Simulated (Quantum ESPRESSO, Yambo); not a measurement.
**MoS2 (P6_3/mmc): G0W0 in Yambo against the screening cutoff**

How does the gap of MoS2 (P6_3/mmc) converge in the screening cutoff?

Calculated with Yambo 5.3.0; PBE and many-body steps on it, plane waves.

The database entry behind the starting cell differs from later determinations by our own check (about 0.3 % long), so it need not match the best structure at ambient conditions.

### Step 1. Starting point

It takes space group P6_3/mmc (No. 194, hexagonal). The conventional cell has a = 3.169 Å, b = 3.169 Å, c = 12.324 Å, α = 90.00°, β = 90.00°, γ = 120.00°. Nearest to Mo lie 6 S at 2.41 Å. Nearest to S lie 3 Mo at 2.41 Å. Farther neighbours and most contacts between anions are not listed.

Coordinates:

```xyz
6
Lattice="3.1690 0.0000 0.0000 -1.5845 2.7444 0.0000 0.0000 0.0000 12.3240" Properties=species:S:1:pos:R:3 pbc="T T T"
Mo    0.0000    1.8296    3.0810
Mo    1.5845    0.9148    9.2430
S     0.0000    1.8296    7.6779
S     1.5845    0.9148    1.5159
S     0.0000    1.8296   10.8081
S     1.5845    0.9148    4.6461
```

The cell and positions come from the Crystallography Open Database and are kept as given unless a step says otherwise.

### Step 2. 1.5 Ha

This step: Yambo 5.3.0; G0W0 on PBE, plane waves, norm-conserving pseudopotentials.

G0W0 replaces the xc potential by the self-energy, built once from these orbitals. Only a window of levels is corrected, while the sums run over the empty bands that the input names.

gw7.in

```
HF_and_locXC
gw0
dyson
ppa
em1d
rim_cut
RandQpts= 1000000
RandGvec= 1 RL
EXXRLvcs= 72 Ry
VXCRLvcs= 288 Ry
Chimod= "HARTREE"
% BndsRnXp
 1 | 106 |
%
NGsBlkXp= 3 Ry
% LongDrXp
 1 | 1 | 1 |
%
% GbndRnge
 1 | 106 |
%
DysSolver= "n"
ExtendOut
PPAPntXp= 27.21138 eV
% QPkrange
 1 | 1 | 25 | 28 |
 9 | 9 | 25 | 28 |
 13 | 13 | 25 | 28 |
%
```

The run is started by

```bash
OMP_NUM_THREADS=2 mpirun -n 4 yambo -F gw7.in -J gw7 -C gw7 > gw7.log
```

What it wrote:

```text
 Yambo, version 5.3.0

 [02] CORE Variables Setup
 =========================

  [... cell, symmetries and grids as in the set-up ...]

  [02.05] Energies & Occupations
  ==============================

  [X] === General ===
  [X] Electronic Temperature                        :  0.000000  0.000000 [eV K]
  [X] Bosonic    Temperature                        :  0.000000  0.000000 [eV K]
  [X] Finite Temperature mode                       : no
  [X] El. density                                   :  0.48515E+24 [cm-3]
  [X] Fermi Level                                   :  10.99216 [eV]

  [X] === Gaps and Widths ===
  [X] Conduction Band Min                           :  0.888808 [eV]
  [X] Valence Band Max                              :  0.000000 [eV]
  [X] Filled Bands                                  :  26
  [X] Empty Bands                                   :    27   345
  [X] Direct Gap                                    :  1.653898 [eV]
  [X] Direct Gap localized at k                     :  13
  [X] Indirect Gap                                  :  0.888808 [eV]
  [X] Indirect Gap between kpts                     :   1   9
  [X] Last valence band width                       :  1.613810 [eV]
  [X] 1st conduction band width                     :  1.216218 [eV]

 [03] Transferred momenta grid and indexing
 ==========================================

 IBZ Q-points                                      :  14
 BZ  Q-points                                      :   72

 K/Q-points units:
 rlu = crystal or reduced units; cc = cartesian coordinates; iku = interal k-units

 Q [ 1]         [rlu]:  0.000000  0.000000  0.000000
 Q [ 2]         [rlu]:  0.000000  0.000000 -0.500000
 Q [ 3]         [rlu]: -0.39822E-17  0.16667       0.0000
 Q [ 4]         [rlu]: -0.39822E-17  0.16667     -0.50000
 Q [ 5]         [rlu]: -0.79644E-17  0.33333       0.0000
 Q [ 6]         [rlu]: -0.79644E-17  0.33333     -0.50000
 Q [ 7]         [rlu]:  0.11947E-16 -0.50000       0.0000
 Q [ 8]         [rlu]:  0.11947E-16 -0.50000     -0.50000
 Q [ 9]         [rlu]:  0.166667  0.166667  0.000000
 Q [10]         [rlu]:  0.166667  0.166667 -0.500000
 Q [11]         [rlu]:  0.166667  0.333333  0.000000
 Q [12]         [rlu]:  0.166667  0.333333 -0.500000
 Q [13]         [rlu]:  0.333333  0.333333  0.000000
 Q [14]         [rlu]:  0.333333  0.333333 -0.500000

 [04] Coloumb potential Random Integration (RIM)
 ===============================================

  [04.01] RIM initialization
  ==========================

  * Diagonal components only detected *

  8 x (sBL volume)        :  0.038104 [a.u.]
  sBZ random points       :  1000000
  Points outside the sBZ  :   7994252
  RL volume               :  0.342938 [a.u.]
  Integrated volume       :  0.343185 [a.u.]

  [04.02] RIM integrals
  =====================

  Gamma point sphere radius             :  0.061039 [a.u.]
  Points outside the sphere             :   799440
  [Int_sBZ(q=0) 1/q^2]*(Vol_sBZ)^(-1/3) =:  7.614149
                                 should be <:  7.795600

  Summary of Coulomb integrals for non-metallic bands |Q|[au] RIM/Bare

  Q [1] 0.100000E-4 0.976724 * Q [2] 0.134896 0.909773
  Q [3] 0.201919 1.106674 * Q [4] 0.242834 1.050517
  Q [9] 0.349734 1.035767 * Q [10] 0.374847 1.026735
  Q [5] 0.403838 1.026483 * Q [6] 0.425772 1.021260
  Q [11] 0.534227 1.015464 * Q [12] 0.550995 1.013641
  Q [7] 0.605757 1.012041 * Q [8] 0.620595 1.010959
  Q [13] 0.699467 1.009340 * Q [14] 0.712356 1.008709

 [WARNING] [Xp] User bands 1-106 break level degeneracy

 [05] Dipoles
 ============

  [05.01] Setup: observables and procedures
  =========================================

  [WARNING] [x,Vnl] slows the Dipoles computation. To neglect it rename the ns.kb_pp file

 [06] Dynamic Dielectric Matrix (PPA)
 ====================================

 [WR./gw7//ndb.pp]---------------------------------------------------------------
  Brillouin Zone Q/K grids (IBZ/BZ)                :   14   72   14   72
  RL vectors                                       :   9289 [WF]
  Coulomb cutoff potential                         : none
  Electronic Temperature                           :  0.000000 [K]
  Bosonic    Temperature                           :  0.000000 [K]
  PPA    diel. fun.  energies                      : Perdew, Burke & Ernzerhof(X)+Perdew, Burke & Ernzerhof(C)
  wavefunctions                                    : Perdew, Burke & Ernzerhof(X)+Perdew, Burke & Ernzerhof(C)
  Global Gauge                                     : length
  X matrix size                                    :   79
  X band range                                     :    1  106
  X e/h energy range                               : -1.000000 -1.000000 [eV]
  X Time ordering                                  : R
  X Hxc Kernel                                     : HARTREE
  X Drude frequency                                :  0.000000  0.000000
  X poles                                          :  100.0000 [o/o]
  RL vectors in the sum                            :   9289
  [r,Vnl] included                                 : yes
  Field direction                                  :  0.577350E-5  0.577350E-5  0.577350E-5
  BZ energy Double Grid                            : no
  BZ energy DbGd points                            : 0
  BZ Q point size factor                           : -1.000000
  X Optical Averaged directions                    : none

 [07] Local Exchange-Correlation + Non-Local Fock
 ================================================

 [VXC] Plane waves :   59645
 [EXS] Plane waves :   7461

 QP @ state[ 1 ] K range:  1  1
 QP @ state[ 1 ] b range:  25  28
 QP @ state[ 2 ] K range:   9   9
 QP @ state[ 2 ] b range:  25  28
 QP @ state[ 3 ] K range:  13  13
 QP @ state[ 3 ] b range:  25  28

 [xc] Functional : Perdew, Burke & Ernzerhof(X)+Perdew, Burke & Ernzerhof(C)
 [xc] LIBXC used to calculate xc functional
  PP Number of Atomic Species                      :  2
  NLCC RL compoments                               :   59645
  PP Number of Atomic Species                      :  2
  NLCC RL compoments                               :   59645

 [xc] E_xc :  -24.88331 [Ha]
      E_xc :  -49.76663 [Ry]

  Local XC kind (lXC) : Perdew, Burke & Ernzerhof(X)+Perdew, Burke & Ernzerhof(C)
  Non-Local XC kind (nlXC) : Hartree-Fock

  Corrections @ K [1] :  [eV]
 <25|nlXC|25> = -16.53593 -0.41504E-17 <25|lXC|25> = -15.41329 -0.37763E-15
 <26|nlXC|26> = -16.96836  0.70008E-17 <26|lXC|26> = -16.39175 -0.75527E-15
 <27|nlXC|27> = -11.21797 -0.18955E-17 <27|lXC|27> = -15.68152 -0.56645E-15
 <28|nlXC|28> = -11.21809 -0.24190E-18 <28|lXC|28> = -15.68152  0.000000

  Corrections @ K [9] :  [eV]
 <25|nlXC|25> = -17.37658 -0.14941E-16 <25|lXC|25> = -16.02372 -0.18882E-15
 <26|nlXC|26> = -17.45280  0.10935E-16 <26|lXC|26> = -16.15519  0.94408E-16
[...]
Corrections @ K [13] :  [eV]
[...]
<26|nlXC|26> = -16.95866 -0.17308E-17 <26|lXC|26> = -16.51729 -0.18882E-15
 <27|nlXC|27> = -13.42782 -0.13359E-17 <27|lXC|27> = -17.61132  0.18882E-15
 <28|nlXC|28> = -13.42782  0.22257E-18 <28|lXC|28> = -17.61132  0.18882E-15

 [08] Dyson equation: Newton solver
 ==================================

  [08.01] G0W0 (W PPA)
  ====================

  [  GW  ] Bands range     :    1  106
  [GW/PPA] G damping       :  0.100000 [eV]

  QP @ state[ 1 ] K range:  1  1
  QP @ state[ 1 ] b range:  25  28
  QP @ state[ 2 ] K range:   9   9
  QP @ state[ 2 ] b range:  25  28
  QP @ state[ 3 ] K range:  13  13
  QP @ state[ 3 ] b range:  25  28

   Sc/G bands                                       :    1  106
   Sc/G damping                                     :  0.100000 ev
   Sc bands terminator                              : no
   Sx RL components                                 :   7461

   QP @ state[ 1 ] K range                          :  1  1
   QP @ state[ 1 ] b range                          :  25  28
   QP @ state[ 2 ] K range                          :   9   9
   QP @ state[ 2 ] b range                          :  25  28
   QP @ state[ 3 ] K range                          :  13  13
   QP @ state[ 3 ] b range                          :  25  28
   GF energies kind                                 : Perdew, Burke & Ernzerhof(X)+Perdew, Burke & Ernzerhof(C)
   GF WF`s kind                                     : Perdew, Burke & Ernzerhof(X)+Perdew, Burke & Ernzerhof(C)
   Xs energies kind                                 : Perdew, Burke & Ernzerhof(X)+Perdew, Burke & Ernzerhof(C)
   Xs WF`s kind                                     : Perdew, Burke & Ernzerhof(X)+Perdew, Burke & Ernzerhof(C)

 [11] Game Over & Game summary
```

Elapsed: 2.7 min, on 4 MPI ranks of Arm Neoverse V1, shared host; peak memory 3.6 GiB.

This step gave:

```
G0W0 gap on the points computed              : 1.160 eV
starting gap on the mesh                     : 0.8888 eV
k of the valence top                         : 0, 0, 0
k of the conduction bottom                   : 0.1667, 0.1667, 0
least direct G0W0 gap on the computed points : 2.210 eV
Z at the valence top                         : 0.7902
Z at the conduction bottom                   : 0.7967
```

The gap on the mesh goes from 0.89 eV to 1.16 eV, a correction of +0.27 eV.

### Step 3. 2.5 Ha

gw8.in, as its differences from gw7.in of step 2:

```diff
@@ -14,3 +14,3 @@
 %
-NGsBlkXp= 3 Ry
+NGsBlkXp= 5 Ry
 % LongDrXp
```

The run is started by

```bash
OMP_NUM_THREADS=2 mpirun -n 4 yambo -F gw8.in -J gw8 -C gw8 > gw8.log
```

What it wrote:

```text
 Yambo, version 5.3.0

 [02] CORE Variables Setup
 =========================

  [... cell, symmetries and grids as in the set-up ...]

  [02.05] Energies & Occupations
  ==============================

  [X] === General ===
  [X] Electronic Temperature                        :  0.000000  0.000000 [eV K]
  [X] Bosonic    Temperature                        :  0.000000  0.000000 [eV K]
  [X] Finite Temperature mode                       : no
  [X] El. density                                   :  0.48515E+24 [cm-3]
  [X] Fermi Level                                   :  10.99216 [eV]

  [X] === Gaps and Widths ===
  [X] Conduction Band Min                           :  0.888808 [eV]
  [X] Valence Band Max                              :  0.000000 [eV]
  [X] Filled Bands                                  :  26
  [X] Empty Bands                                   :    27   345
  [X] Direct Gap                                    :  1.653898 [eV]
  [X] Direct Gap localized at k                     :  13
  [X] Indirect Gap                                  :  0.888808 [eV]
  [X] Indirect Gap between kpts                     :   1   9
  [X] Last valence band width                       :  1.613810 [eV]
  [X] 1st conduction band width                     :  1.216218 [eV]

 [03] Transferred momenta grid and indexing
 ==========================================

 IBZ Q-points                                      :  14
 BZ  Q-points                                      :   72

 K/Q-points units:
 rlu = crystal or reduced units; cc = cartesian coordinates; iku = interal k-units

 Q [ 1]         [rlu]:  0.000000  0.000000  0.000000
 Q [ 2]         [rlu]:  0.000000  0.000000 -0.500000
 Q [ 3]         [rlu]: -0.39822E-17  0.16667       0.0000
[...]
Local XC kind (lXC) : Perdew, Burke & Ernzerhof(X)+Perdew, Burke & Ernzerhof(C)
  Non-Local XC kind (nlXC) : Hartree-Fock

  Corrections @ K [1] :  [eV]
 <25|nlXC|25> = -16.53593 -0.41504E-17 <25|lXC|25> = -15.41329 -0.37763E-15
 <26|nlXC|26> = -16.96836  0.70008E-17 <26|lXC|26> = -16.39175 -0.75527E-15
 <27|nlXC|27> = -11.21797 -0.18955E-17 <27|lXC|27> = -15.68152 -0.56645E-15
[...]
Corrections @ K [9] :  [eV]
[...]
Corrections @ K [13] :  [eV]
[...]
<27|nlXC|27> = -13.42782 -0.13359E-17 <27|lXC|27> = -17.61132  0.18882E-15
 <28|nlXC|28> = -13.42782  0.22257E-18 <28|lXC|28> = -17.61132  0.18882E-15

 [08] Dyson equation: Newton solver
 ==================================

  [08.01] G0W0 (W PPA)
  ====================

  [  GW  ] Bands range     :    1  106
  [GW/PPA] G damping       :  0.100000 [eV]

  QP @ state[ 1 ] K range:  1  1
  QP @ state[ 1 ] b range:  25  28
  QP @ state[ 2 ] K range:   9   9
  QP @ state[ 2 ] b range:  25  28
  QP @ state[ 3 ] K range:  13  13
  QP @ state[ 3 ] b range:  25  28

   Sc/G bands                                       :    1  106
   Sc/G damping                                     :  0.100000 ev
   Sc bands terminator                              : no
   Sx RL components                                 :   7461

   QP @ state[ 1 ] K range                          :  1  1
   QP @ state[ 1 ] b range                          :  25  28
   QP @ state[ 2 ] K range                          :   9   9
   QP @ state[ 2 ] b range                          :  25  28
   QP @ state[ 3 ] K range                          :  13  13
   QP @ state[ 3 ] b range                          :  25  28
   GF energies kind                                 : Perdew, Burke & Ernzerhof(X)+Perdew, Burke & Ernzerhof(C)
   GF WF`s kind                                     : Perdew, Burke & Ernzerhof(X)+Perdew, Burke & Ernzerhof(C)
   Xs energies kind                                 : Perdew, Burke & Ernzerhof(X)+Perdew, Burke & Ernzerhof(C)
   Xs WF`s kind                                     : Perdew, Burke & Ernzerhof(X)+Perdew, Burke & Ernzerhof(C)

 [11] Game Over & Game summary
```

It took 2.9 min on 4 MPI ranks; peak memory 3.6 GiB; 20 min of CPU time.

This step gave:

| Property | Result |
| --- | --- |
| G0W0 gap on the points computed | 1.177 eV |
| starting gap on the mesh | 0.8888 eV |
| k of the valence top | 0, 0, 0 |
| k of the conduction bottom | 0.1667, 0.1667, 0 |
| least direct G0W0 gap on the computed points | 2.221 eV |
| Z at the valence top | 0.7865 |
| Z at the conduction bottom | 0.7936 |

Against the run before, the gap moves by +0.018 eV.

[end of part 1 of 2]

[Paths, hosts, dates, memory and timing lines, banners, echoed tables and standing remarks are left out of the program output.]

[Logs are printed without paths, hosts, clocks, repeated set-up lines and the standing remarks that a program may print on its own settings, such as how far it seeks lower states.]

[Runs of the session that timed out or met a known fault of the program may be left out.]

[Hosts, paths, dates, database ids (printed as entryN), source tags and the programs' standing remarks are cut or masked in the printed files.]
